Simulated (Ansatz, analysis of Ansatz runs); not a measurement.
# Migration in MgB2C2 (Pnnm): Li_i hop between interstitial places, charge 0

Aim: the barrier of one jump in MgB2C2 (Pnnm) at charge 0: Li_i hop between interstitial places. The model is a cell of 60 host atoms with 1 Li put in; Li is the atom that moves.

Main program and level: Ansatz 0.2.0; plane-wave PAW DFT, PBEsol; nudged elastic band between two relaxed defect structures.

## 1. Set-up

The cell holds 61 atoms: 12 Mg, 24 B, 24 C and 1 Li. Cell: a = 8.529 Å, b = 8.529 Å, c = 8.298 Å, α = 90.0°, β = 90.0°, γ = 65.6°. It derives from MgB2C2 (space group Pnnm). Nearest the centre at fractional (0.760, 0.217, 0.319): Li61 at 1.28 Å, B32 at 1.66 Å, B30 at 1.85 Å, C38 at 2.01 Å, Mg23 at 2.12 Å, C15 at 2.43 Å, C13 at 2.43 Å, C40 at 2.47 Å.

The cell's shortest repeat is 8.3 Å.

## 2. Relaxation of the start point, charge 0

The ends come first: from an unrelaxed start the top is counted from too high an energy, and the barrier comes out too low. Small random displacements break the symmetry of the ideal sites, so that the defect can distort if it gains by it. The cell holds an odd number of electrons, so the run is spin-polarised with the moment held at 1 μB.

The input, q0_M1.start/input.yaml:

```yaml
crystal:
  lattice:
    - [4.61704896, 7.1710112, 0.0]
    - [-4.61704896, 7.1710112, 0.0]
    - [0.0, 0.0, 8.29768848]
  atoms:
    - { symbol: Mg, position: [0.0, 0.5, 0.16666667] }
    - { symbol: Mg, position: [0.5, 0.0, 0.16666667] }
    - { symbol: Mg, position: [0.0, 0.0, 0.0] }
    - { symbol: Mg, position: [0.5, 0.5, 0.0] }
    - { symbol: B, position: [0.30686491, 0.42274145, 0.16666667] }
    - { symbol: B, position: [0.80686491, 0.92274145, 0.16666667] }
    - { symbol: B, position: [0.19313509, 0.07725855, 0.16666667] }
    - { symbol: B, position: [0.69313509, 0.57725855, 0.16666667] }
    - { symbol: B, position: [0.42274145, 0.80686491, 0.0] }
    - { symbol: B, position: [0.92274145, 0.30686491, 0.0] }
    - { symbol: B, position: [0.07725855, 0.69313509, 0.0] }
    - { symbol: B, position: [0.57725855, 0.19313509, 0.0] }
    - { symbol: C, position: [0.00257364, 0.21824658, 0.16666667] }
    - { symbol: C, position: [0.50257364, 0.71824658, 0.16666667] }
    - { symbol: C, position: [0.49742636, 0.28175342, 0.16666667] }
    - { symbol: C, position: [0.99742636, 0.78175342, 0.16666667] }
    - { symbol: C, position: [0.21824658, 0.50257364, 0.0] }
    - { symbol: C, position: [0.71824658, 0.00257364, 0.0] }
    - { symbol: C, position: [0.28175342, 0.99742636, 0.0] }
    - { symbol: C, position: [0.78175342, 0.49742636, 0.0] }
    - { symbol: Mg, position: [0.0, 0.5, 0.5] }
    - { symbol: Mg, position: [0.5, 0.0, 0.5] }
    - { symbol: Mg, position: [0.0, 0.0, 0.33333333] }
    - { symbol: Mg, position: [0.5, 0.5, 0.33333333] }
    - { symbol: B, position: [0.30686491, 0.42274145, 0.5] }
    - { symbol: B, position: [0.80686491, 0.92274145, 0.5] }
    - { symbol: B, position: [0.19313509, 0.07725855, 0.5] }
    - { symbol: B, position: [0.69313509, 0.57725855, 0.5] }
    - { symbol: B, position: [0.42274145, 0.80686491, 0.33333333] }
    - { symbol: B, position: [0.92274145, 0.30686491, 0.33333333] }
    - { symbol: B, position: [0.07725855, 0.69313509, 0.33333333] }
    - { symbol: B, position: [0.57725855, 0.19313509, 0.33333333] }
    - { symbol: C, position: [0.00257364, 0.21824658, 0.5] }
    - { symbol: C, position: [0.50257364, 0.71824658, 0.5] }
    - { symbol: C, position: [0.49742636, 0.28175342, 0.5] }
    - { symbol: C, position: [0.99742636, 0.78175342, 0.5] }
    - { symbol: C, position: [0.21824658, 0.50257364, 0.33333333] }
    - { symbol: C, position: [0.71824658, 0.00257364, 0.33333333] }
    - { symbol: C, position: [0.28175342, 0.99742636, 0.33333333] }
    - { symbol: C, position: [0.78175342, 0.49742636, 0.33333333] }
    - { symbol: Mg, position: [0.0, 0.5, 0.83333333] }
    - { symbol: Mg, position: [0.5, 0.0, 0.83333333] }
    - { symbol: Mg, position: [0.0, 0.0, 0.66666667] }
    - { symbol: Mg, position: [0.5, 0.5, 0.66666667] }
    - { symbol: B, position: [0.30686491, 0.42274145, 0.83333333] }
    - { symbol: B, position: [0.80686491, 0.92274145, 0.83333333] }
    - { symbol: B, position: [0.19313509, 0.07725855, 0.83333333] }
    - { symbol: B, position: [0.69313509, 0.57725855, 0.83333333] }
    - { symbol: B, position: [0.42274145, 0.80686491, 0.66666667] }
    - { symbol: B, position: [0.92274145, 0.30686491, 0.66666667] }
    - { symbol: B, position: [0.07725855, 0.69313509, 0.66666667] }
    - { symbol: B, position: [0.57725855, 0.19313509, 0.66666667] }
    - { symbol: C, position: [0.00257364, 0.21824658, 0.83333333] }
    - { symbol: C, position: [0.50257364, 0.71824658, 0.83333333] }
    - { symbol: C, position: [0.49742636, 0.28175342, 0.83333333] }
    - { symbol: C, position: [0.99742636, 0.78175342, 0.83333333] }
    - { symbol: C, position: [0.21824658, 0.50257364, 0.66666667] }
    - { symbol: C, position: [0.71824658, 0.00257364, 0.66666667] }
    - { symbol: C, position: [0.28175342, 0.99742636, 0.66666667] }
    - { symbol: C, position: [0.78175342, 0.49742636, 0.66666667] }
    - { symbol: Li, position: [0.769781, 0.184633, 0.167734] }
basis:
  ecutwfc: 420
  xc_grid: 2
hamiltonian:
  xc: pbesol
kpoints:
  mp_grid: { grid: [1, 1, 1] }
magnetization:
  spin_polarized: true
  initial_magnetization: 1
  spin_locking: { lock_magnetization: hard }
scf:
  occupations: { method: fixed }
  max_iter: 100
output:
  forces: true
relax:
  f_tol: 0.02
  max_steps: 70
  random_displacement: { amplitude: 0.03, seed: 9351 }
```

On the command line:

```console
ansatz run input.yaml --threads 4 --pin off --max-ram 7536MiB --backend cpu --events-out ev --progress --plain --runs-dir out
```

The program printed:

```text
The last accepted step is kept in <dir> (removed where the run ends without a failure and the disk answers)
Engine: ansatz 0.2.0, aarch64-unknown-linux-gnu
Pseudopotentials: kind: paw
Pseudopotential: Mg, paw, valence charge 10, recommended cutoff 420 eV (normal), Mg.paw.azcp
Pseudopotential: B, paw, valence charge 3, recommended cutoff 420 eV (normal), B.paw.azcp
Pseudopotential: C, paw, valence charge 4, recommended cutoff 420 eV (normal), C.paw.azcp
Pseudopotential: Li, paw, valence charge 3, recommended cutoff 420 eV (normal), Li.paw.azcp
Functional definition: PBEsol
  exchange = pbesol_x
  correlation = pbesol_c
Crystal: 61 atoms, lattice volume = 549.455 Å³
Basis set: ecut = 420 eV, 10723 PW (Γ), exchange–correlation on 120×120×120 points (8 copies of the dense FFT grid, shifted against one another)
Bands: 207, of which v1, the nominal top of the filled ones, is band 146 counted from 1 (145 counted from 0)
Symmetry: 1 space group operations
k-points: 1
Non-local potential: Mg, projectors of the file, l = 0: 3, l = 1: 2, l = 2: 1
Non-local potential: B, projectors of the file, l = 0: 2, l = 1: 2, l = 2: 1
Non-local potential: C, projectors of the file, l = 0: 2, l = 1: 2, l = 2: 1
Non-local potential: Li, projectors of the file, l = 0: 3, l = 1: 2, l = 2: 1
PAW form: soft (Blöchl's): semilocal exchange-correlation on the pseudo side does not see the compensation charge
PAW frozen core: Mg, regenerated for the run's functional, and the local potential with it (the file was generated under x = pbe(κ = 0.804, μ = 0.219515), c = pbe(β = 0.066725))
PAW frozen core: B, regenerated for the run's functional, and the local potential with it (the file was generated under x = pbe(κ = 0.804, μ = 0.219515), c = pbe(β = 0.066725))
PAW frozen core: C, regenerated for the run's functional, and the local potential with it (the file was generated under x = pbe(κ = 0.804, μ = 0.219515), c = pbe(β = 0.066725))
PAW one-centre angular grid: Mg, 110 points (default); XC on 64 Gauss nodes
PAW one-centre angular grid: B, 110 points (default); XC on 64 Gauss nodes
PAW one-centre angular grid: C, 110 points (default); XC on 64 Gauss nodes
PAW one-centre angular grid: Li, 110 points (default); XC on 64 Gauss nodes
Initial density: superposition of atomic densities (chi_scale 0.1, normalization cell, long waves kept (reshape's long-wave potential 0.09 eV rms))
Starting moments: Σ|m| = 1 μB on 61 of 61 sites
Initial wavefunctions: pseudopotential atomic-orbital guess
Functional: x = pbesol(κ = 0.804, μ = 0.123457), c = pbesol(β = 0.046)
SCF iter   1: F=—  HF=-32766.753612 eV  |F-HF|=—  |Δ(HF+E_count)|=         —  Δρ=5.44e-2 (↑5.33e-2 ↓5.44e-2)  dr2=7.85e1  dr2_m=2.51e-2  M=1.000 μB ∫|m|=1.003 μB  β_m=0.30  ethr=3.10e-3  ⟨swp⟩=5.0  Hψ=1264  notcnv=0  defer=118
preconditioner: auto → Resta (q_TF=auto, 2.454 Å⁻¹)  ε∞=3.8  [insulator: Δε(μ)=0.093 eV  Ē_g=13.197 eV  n_scr=148 (ndim 8)  ℏωp=22.0 eV  f_vac=0.000  ε∞_Penn≈3.8]
spin=Collinear: Resta preconditioning applied to the charge; magnetization (m = ρ↑ − ρ↓) channel mixes plain (no charge-response kernel on spin).
SCF iter   2: F=—  HF=-32751.646927 eV  |F-HF|=—  |Δ(HF+E_count)|=    1.51e1  Δρ=3.54e-2 (↑3.44e-2 ↓3.54e-2)  dr2=3.28e1  dr2_m=1.63e-2  M=1.000 μB ∫|m|=1.013 μB  β_m=0.55  ethr=3.10e-3  ⟨swp⟩=2.0  Hψ=620  notcnv=0  defer=118
SCF iter   3: F=—  HF=-32740.474845 eV  |F-HF|=—  |Δ(HF+E_count)|=    1.12e1  Δρ=8.19e-3 (↑8.19e-3 ↓6.67e-3)  dr2=1.81e0  dr2_m=2.36e-2  M=1.000 μB ∫|m|=1.092 μB  β_m=0.61  ethr=3.10e-3  ⟨swp⟩=3.0  Hψ=506  notcnv=0  defer=118
SCF iter   4: F=—  HF=-32740.110024 eV  |F-HF|=—  |Δ(HF+E_count)|=   3.65e-1  Δρ=2.51e-3 (↑2.51e-3 ↓2.30e-3)  dr2=2.07e-1  dr2_m=1.13e-3  M=1.000 μB ∫|m|=1.160 μB  β_m=0.62  ethr=6.21e-4  ⟨swp⟩=2.0  Hψ=564  notcnv=0  defer=117
SCF iter   5: F=—  HF=-32740.086878 eV  |F-HF|=—  |Δ(HF+E_count)|=   2.31e-2  Δρ=1.09e-3 (↑1.09e-3 ↓9.97e-4)  dr2=3.25e-2  dr2_m=3.18e-4  M=1.000 μB ∫|m|=1.176 μB  β_m=0.80  ethr=7.10e-5  ⟨swp⟩=2.0  Hψ=409  notcnv=0  defer=119
SCF iter   6: F=—  HF=-32740.090282 eV  |F-HF|=—  |Δ(HF+E_count)|=   3.40e-3  Δρ=3.21e-4 (↑3.21e-4 ↓3.11e-4)  dr2=4.18e-3  dr2_m=1.13e-5  M=1.000 μB ∫|m|=1.197 μB  β_m=0.78  ethr=1.12e-5  ⟨swp⟩=2.0  Hψ=482  notcnv=0  defer=119
SCF iter   7: F=—  HF=-32740.090766 eV  |F-HF|=—  |Δ(HF+E_count)|=   4.84e-4  Δρ=1.25e-4 (↑1.25e-4 ↓1.16e-4)  dr2=3.99e-4  dr2_m=4.65e-6  M=1.000 μB ∫|m|=1.201 μB  β_m=0.88  ethr=1.44e-6  ⟨swp⟩=2.0  Hψ=519  notcnv=0  defer=119
SCF iter   8: F=—  HF=-32740.090899 eV  |F-HF|=—  |Δ(HF+E_count)|=   1.33e-4  Δρ=4.63e-5 (↑4.63e-5 ↓4.14e-5)  dr2=6.55e-5  dr2_m=5.86e-7  M=1.000 μB ∫|m|=1.202 μB  β_m=0.84  ethr=1.37e-7  ⟨swp⟩=2.0  Hψ=494  notcnv=0  defer=119
SCF iter   9: F=—  HF=-32740.090901 eV  |F-HF|=—  |Δ(HF+E_count)|=   2.13e-6  Δρ=1.01e-5 (↑1.01e-5 ↓8.94e-6)  dr2=1.83e-6  dr2_m=8.19e-8  M=1.000 μB ∫|m|=1.202 μB  β_m=0.91  ethr=3.44e-9  ⟨swp⟩=2.0  Hψ=1202  notcnv=0
SCF iter  10: F=-32740.090902 eV  HF=-32740.090903 eV  |F-HF|=1.69e-7  |Δ(HF+E_count)|=   1.29e-6  Δρ=4.29e-6 (↑4.29e-6 ↓3.07e-6)  dr2=3.76e-7  dr2_m=1.47e-8  M=1.000 μB ∫|m|=1.201 μB  ethr=6.30e-10  ⟨swp⟩=3.0  Hψ=816  notcnv=0
SCF 1 converged in 10 iterations: F = -32740.090902 eV  dr2 = 3.76e-7
  greatest PAW one-centre occupation: 1.000 electrons in one spin orbital (limit 2), on the Li atom at site 60 (counted from 0), in its partial waves of l = 0
relax step   1: F+E_penalty+E_count = -32740.09090243 eV  Δ(F+E_penalty+E_count) = +0.000e0 eV  max|allowed force component| = 1.695e0 eV/Å  Δτ_max = 0.0000 Å  (10 SCF iters, dr2 threshold 1.00e-5 eV, accepted)
[... the SCF cycles and remarks between the steps are left out from here to the last step ...]
relax step   2: F+E_penalty+E_count = -32740.93549081 eV  Δ(F+E_penalty+E_count) = -8.446e-1 eV  max|allowed force component| = 8.284e-1 eV/Å  Δτ_max = 0.1115 Å  (6 SCF iters, dr2 threshold 1.00e-4 eV, accepted)
relax step   3: F+E_penalty+E_count = -32741.23870887 eV  Δ(F+E_penalty+E_count) = -3.032e-1 eV  max|allowed force component| = 2.560e-1 eV/Å  Δτ_max = 0.2000 Å  (6 SCF iters, dr2 threshold 4.29e-5 eV, accepted)
relax step   4: F+E_penalty+E_count = -32741.28525446 eV  Δ(F+E_penalty+E_count) = -4.655e-2 eV  max|allowed force component| = 6.892e-2 eV/Å  Δτ_max = 0.1760 Å  (6 SCF iters, dr2 threshold 6.26e-6 eV, accepted)
SCF iter   1: F=—  HF=-32741.291283 eV  |F-HF|=—  |Δ(HF+E_count)|=         —  Δρ=7.95e-4 (↑7.71e-4 ↓7.95e-4)  dr2=9.29e-3  dr2_m=1.07e-5  M=1.000 μB ∫|m|=1.220 μB  β_m=0.30  ethr=2.64e-5  ⟨swp⟩=5.0  Hψ=658  notcnv=0  defer=119
SCF iter   2: F=—  HF=-32741.289799 eV  |F-HF|=—  |Δ(HF+E_count)|=   1.48e-3  Δρ=5.62e-4 (↑5.45e-4 ↓5.62e-4)  dr2=4.30e-3  dr2_m=5.82e-6  M=1.000 μB ∫|m|=1.220 μB  β_m=0.63  ethr=3.19e-6  ⟨swp⟩=1.0  Hψ=430  notcnv=0  defer=119
SCF iter   3: F=—  HF=-32741.288614 eV  |F-HF|=—  |Δ(HF+E_count)|=   1.18e-3  Δρ=5.60e-5 (↑5.48e-5 ↓5.60e-5)  dr2=4.31e-5  dr2_m=1.48e-7  M=1.000 μB ∫|m|=1.220 μB  β_m=0.70  ethr=1.48e-6  ⟨swp⟩=2.0  Hψ=494  notcnv=0  defer=118
SCF iter   4: F=—  HF=-32741.288817 eV  |F-HF|=—  |Δ(HF+E_count)|=   2.03e-4  Δρ=1.64e-5 (↑1.60e-5 ↓1.64e-5)  dr2=4.30e-6  dr2_m=1.86e-8  M=1.000 μB ∫|m|=1.221 μB  β_m=0.78  ethr=1.48e-8  ⟨swp⟩=2.0  Hψ=499  notcnv=0  defer=113
SCF iter   5: F=—  HF=-32741.288817 eV  |F-HF|=—  |Δ(HF+E_count)|=   5.39e-7  Δρ=3.90e-6 (↑3.88e-6 ↓3.90e-6)  dr2=3.84e-7  dr2_m=2.19e-9  M=1.000 μB ∫|m|=1.221 μB  β_m=0.83  ethr=1.48e-9  ⟨swp⟩=2.0  Hψ=573  notcnv=0  defer=113
SCF iter   6: F=-32741.288817 eV  HF=-32741.288817 eV  |F-HF|=4.99e-9  |Δ(HF+E_count)|=   7.47e-8  Δρ=1.20e-6 (↑1.17e-6 ↓1.20e-6)  dr2=3.90e-8  dr2_m=1.80e-10  M=1.000 μB ∫|m|=1.221 μB  ethr=3.44e-11  ⟨swp⟩=3.0  Hψ=1004  notcnv=0
SCF 5 converged in 6 iterations: F = -32741.288817 eV  dr2 = 3.90e-8
relax step   5: F+E_penalty+E_count = -32741.28881748 eV  Δ(F+E_penalty+E_count) = -3.563e-3 eV  max|allowed force component| = 1.235e-2 eV/Å  Δτ_max = 0.0129 Å  (6 SCF iters, accepted)
SCF converged after 6 iterations
Stability checked in part: among states of this total moment the steps that led to this state did not find it unstable. No probe was made; neither looks for a lower state of another moment (fixed_total_moment; see scf.lower_state_search)
Magnetization: 1.0000 μB (146.0000 up, 145.0000 down)
Absolute magnetization: 1.2221 μB (∫|ρ↑−ρ↓|, with the PAW one-centre terms)
Spin contamination: 0.0022 ħ² per cell (⟨S²⟩ above its minimum at these occupations)
Per-site moments (μB) at R_I (Å): [(-0.000470752, 0.953879), (-0.000471555, 0.953797), (0.00233007, 0.940110), [... 58 left out ...]
Free energy (F): -32741.288817 eV
Harris-Foulkes:  -32741.288817 eV  (|F-HF|=4.99e-9)
Internal energy: -32741.288817 eV  (E = F + TS)
E sigma→0 (E₀):  -32741.288817 eV
Fermi energy:    9.405869 (↑ 9.405869, ↓ 8.285225) eV
--- Per-component energies (eV) ---
  E_band       = -3683.715620
  E_kinetic    = 4310.962941
  E_local      = -22546.844487  (includes V_loc(G=0)·N_el)
  E_nonlocal   = 2041.945861
  E_hartree    = 7941.810543
  E_xc         = -2292.276424
  E_vxc        = -2831.563365  (∫ρ·V_xc dr)
  E_paw        = -7484.875619  (= ΣΔE_a)
  E_vpaw       = -541.837733  (= ΣTr[D̂ρ^β])
  E_aug_tail   = 0.000118  (compensation charges beyond the density's cutoff)
  E_ewald      = -14713.577572
  E_core_change = 1.565822  (= ΣΔE_core)
  E_smearing   = -0.000000  (= −TS)
  E_closure    = -0.000000  (closes the sum)
  Σ components = -32741.288817   (vs F -32741.288817, Δ=0.00e0)
--- Forces (eV/Å), atoms counted from 1 ---
  atom   1  Mg    -0.00108851    -0.00079699    -0.00089296
  atom   2  Mg     0.00033628    -0.00006331     0.00066534
  [... 10 atoms left out ...]
  atom  13  C     -0.00942565    -0.00533931    -0.00062012
  [... 1 atom left out ...]
  atom  15  C      0.01060721     0.00540146    -0.00125893
  [... 7 atoms left out ...]
  atom  23  Mg     0.00293728    -0.00629170     0.00210230
  atom  24  Mg    -0.00264214     0.00629756     0.00078234
  [... 5 atoms left out ...]
  atom  30  B     -0.00120440     0.00120280     0.00450616
  [... 1 atom left out ...]
  atom  32  B      0.00197031    -0.00212962     0.00793873
  [... 2 atoms left out ...]
  atom  35  C     -0.00493311    -0.00136648    -0.00319755
  [... 2 atoms left out ...]
  atom  38  C     -0.01207429     0.01099306    -0.00484556
  [... 1 atom left out ...]
  atom  40  C      0.00940965    -0.00601822    -0.00490823
  [... 20 atoms left out ...]
  atom  61  Li    -0.00233944     0.00059659     0.00013225
  max |Σ_I F_I| component: 3.25e-5 eV/Å
--- Relaxed structure (5 steps of the walk, 5 accepted, 0 SCFs on fresh bases) ---
  F+E_penalty+E_count = -32741.28881748 eV   max|allowed force component| = 1.235e-2 eV/Å
  atoms:
    - { symbol: Mg, position: [-0.005463, 0.502282, 0.166437] }
    - { symbol: Mg, position: [0.506969, -0.004510, 0.166417] }
    [... 10 atoms left out ...]
    - { symbol: C, position: [0.006486, 0.214919, 0.166422] }
    [... 1 atom left out ...]
    - { symbol: C, position: [0.494955, 0.282899, 0.166440] }
    [... 7 atoms left out ...]
    - { symbol: Mg, position: [0.020749, -0.012523, 0.336509] }
    - { symbol: Mg, position: [0.480756, 0.510327, 0.336511] }
    [... 5 atoms left out ...]
    - { symbol: B, position: [0.928135, 0.302141, 0.335223] }
    [... 1 atom left out ...]
    - { symbol: B, position: [0.573292, 0.195677, 0.335227] }
    [... 2 atoms left out ...]
    - { symbol: C, position: [0.494738, 0.280497, 0.500208] }
    [... 2 atoms left out ...]
    - { symbol: C, position: [0.723707, 0.006087, 0.333027] }
    [... 1 atom left out ...]
    - { symbol: C, position: [0.777721, 0.491702, 0.333012] }
    [... 20 atoms left out ...]
    - { symbol: Li, position: [0.750784, 0.248713, 0.166408] }
```

The job ended after 23 s (4 threads of Arm Neoverse V1, shared host; peak memory 0.91 GiB).

The steps of the relaxation:

```csv
step,energy less that of the first step (eV),largest force component (eV/Å)
1,0.0000,1.6951
2,-0.8446,0.8284
3,-1.1478,0.2560
4,-1.1944,0.0689
5,-1.1979,0.0123
```

The atoms that moved most (Å, from the sites as typed, ahead of the random displacement, the mean shift of all atoms taken out):

```csv
atom,dx,dy,dz,length
Li61,-0.386,0.321,-0.009,0.501
Mg3,0.152,0.056,-0.028,0.164
Mg23,0.152,0.056,0.028,0.164
Mg24,-0.138,-0.067,0.028,0.156
Mg4,-0.138,-0.067,-0.028,0.156
B8,0.011,-0.087,0.000,0.087
C37,0.006,-0.078,0.004,0.078
C17,0.006,-0.078,-0.003,0.078
```

Neighbours of Li61 at the end:

```csv
atom,distance (Å)
C13,2.078
C15,2.078
B12,2.242
B32,2.242
B10,2.242
B30,2.242
B6,2.563
B8,2.567
C18,2.577
C38,2.577
C40,2.579
C20,2.579
```

This step gave:

* free energy: -32741.2888 eV
* total moment: 1 μB
* integral of the absolute spin density: 1.222 μB
* spin contamination: 0.002242
* largest move from the ideal geometry of this structure, a common shift of the far atoms taken out: 0.5122 Å

The relaxation gained 1.198 eV and ended with a largest force component of 0.012 eV/Å.

(Part 1 of 4 ends here.)

[Long decimals in the printed logs are rounded to 6 places.]

[Repeated set-up lines and some long k-point lines are left out of the logs, and relaxed atomic positions are cut to six decimals.]

[Logs are printed without paths, hosts, clocks, repeated set-up lines and the standing remarks that a program may print on its own settings, such as how far it seeks lower states.]

[Hosts, paths, dates, database ids (printed as entryN), source tags and the programs' standing remarks are cut or masked in the printed files.]
